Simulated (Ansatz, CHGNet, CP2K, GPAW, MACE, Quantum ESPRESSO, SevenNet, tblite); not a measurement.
## Finding the fault: CP2K, the unslipped end of a generalised stacking fault on (111) (glide set) of a Ge-Si solid solution (72 atoms)

Program: CP2K 2026.2, a calculation on a cell of 51 Ge and 21 Si, 22.1 Å³ an atom.

Input file input.inp:

```
&GLOBAL
  PROJECT cell
  RUN_TYPE ENERGY_FORCE
  PRINT_LEVEL LOW
&END GLOBAL
&FORCE_EVAL
  METHOD QS
  STRESS_TENSOR ANALYTICAL
  &DFT
    BASIS_SET_FILE_NAME BASIS_MOLOPT_UZH
    POTENTIAL_FILE_NAME POTENTIAL_UZH
    &MGRID
      CUTOFF 350
      REL_CUTOFF 50
    &END MGRID
    &QS
      EPS_DEFAULT 1.0E-12
    &END QS
    &SCF
      SCF_GUESS ATOMIC
      EPS_SCF 1.0E-06
      MAX_SCF 60
      ADDED_MOS 32
      &DIAGONALIZATION
        ALGORITHM STANDARD
      &END DIAGONALIZATION
      &SMEAR ON
        METHOD FERMI_DIRAC
        ELECTRONIC_TEMPERATURE [K] 580
      &END SMEAR
      &MIXING
        METHOD BROYDEN_MIXING
        ALPHA 0.15
        NBROYDEN 8
      &END MIXING
      &PRINT
        &RESTART OFF
        &END RESTART
      &END PRINT
    &END SCF
    &XC
      &XC_FUNCTIONAL PBE
      &END XC_FUNCTIONAL
    &END XC
    &PRINT
      &MULLIKEN ON
      &END MULLIKEN
      &HIRSHFELD ON
        SHAPE_FUNCTION DENSITY
      &END HIRSHFELD
      &MO ON
        EIGENVALUES T
        OCCUPATION_NUMBERS T
        MO_INDEX_RANGE 133 156
        &EACH
          QS_SCF 0
        &END EACH
        ADD_LAST NUMERIC
      &END MO
    &END PRINT
  &END DFT
  &SUBSYS
    &CELL
      A 6.84865 0.00000 0.00000
      B 0.00000 11.86221 0.00000
      C 0.00000 0.00000 19.57091
    &END CELL
    &COORD
      Ge 3.42686 2.01681 0.43761
      Ge 3.41446 2.00922 2.85637
      Ge 5.73835 1.93745 3.63373
      Si 5.68287 1.94517 5.98459
      Si 6.83173 11.85972 0.35071
      Ge 0.00493 0.01222 2.75695
      Si 2.27978 11.79566 3.61299
      Ge 2.27341 0.05670 6.01277
      Ge 4.51182 0.04591 6.89659
      Si 4.53340 0.00391 9.31399
[... 58 atom lines left out ...]
      Si 1.16989 5.95768 16.51687
      Si 1.16187 5.92043 18.98652
      Ge 1.12626 9.83875 16.57519
      Si 1.10332 9.91693 18.96617
    &END COORD
    &KIND Ge
      BASIS_SET QZV3P-MOLOPT-GTH
      POTENTIAL GTH-PBE-q4
    &END KIND
    &KIND Si
      BASIS_SET DZVP-MOLOPT-PBE-GTH-q4
      POTENTIAL GTH-PBE-q4
    &END KIND
  &END SUBSYS
  &PRINT
    &FORCES ON
    &END FORCES
    &STRESS_TENSOR ON
    &END STRESS_TENSOR
  &END PRINT
&END FORCE_EVAL
```

Command:

```
OMP_NUM_THREADS=2 cp2k.psmp -i input.inp > output.txt
```

Log:

```text
CP2K| version string:                                       CP2K version 2026.2
 CP2K| Input file name                                                 input.inp
 GLOBAL| Basis set file name                                    BASIS_MOLOPT_UZH
 GLOBAL| Potential file name                                       POTENTIAL_UZH
 GLOBAL| Run type                                                   ENERGY_FORCE
 GLOBAL| Total number of message passing processes                             1
 GLOBAL| Number of threads for this process                                    2
 *   ___                                                                       *
 *  /   \                                                                      *
 * [ABORT]                                                                     *
 *  \___/  The requested basis set <QZV3P-MOLOPT-GTH> for element <Ge> was not *
 *    |               found in the basis set files <BASIS_MOLOPT_UZH>          *
 *  O/|                                                                        *
 * /| |                                                                        *
```

Run time: 0.69 s. Hardware: 2 threads of Arm Neoverse V1, shared host; peak memory 0.14 GiB.

Banners, paths, timers and routine set-up lines are dropped from the logs unmarked, and long logs keep their key lines alone; longer cuts are marked.

Q: Find the fault and mend it.

A basis that the file lacks: basis QZV3P-MOLOPT-GTH for Ge. Mend: name a basis that the basis file holds for this element.

The program stopped at the start.

[Also dropped from logs without a mark: logging warnings of Python, and SIESTA's first energy breakdown and zero terms.]

[Logs are printed without paths, hosts, clocks, repeated set-up lines and the standing remarks that a program may print on its own settings, such as how far it seeks lower states.]

[Hosts, paths, dates, database ids (printed as entryN), source tags and the programs' standing remarks are cut or masked in the printed files.]
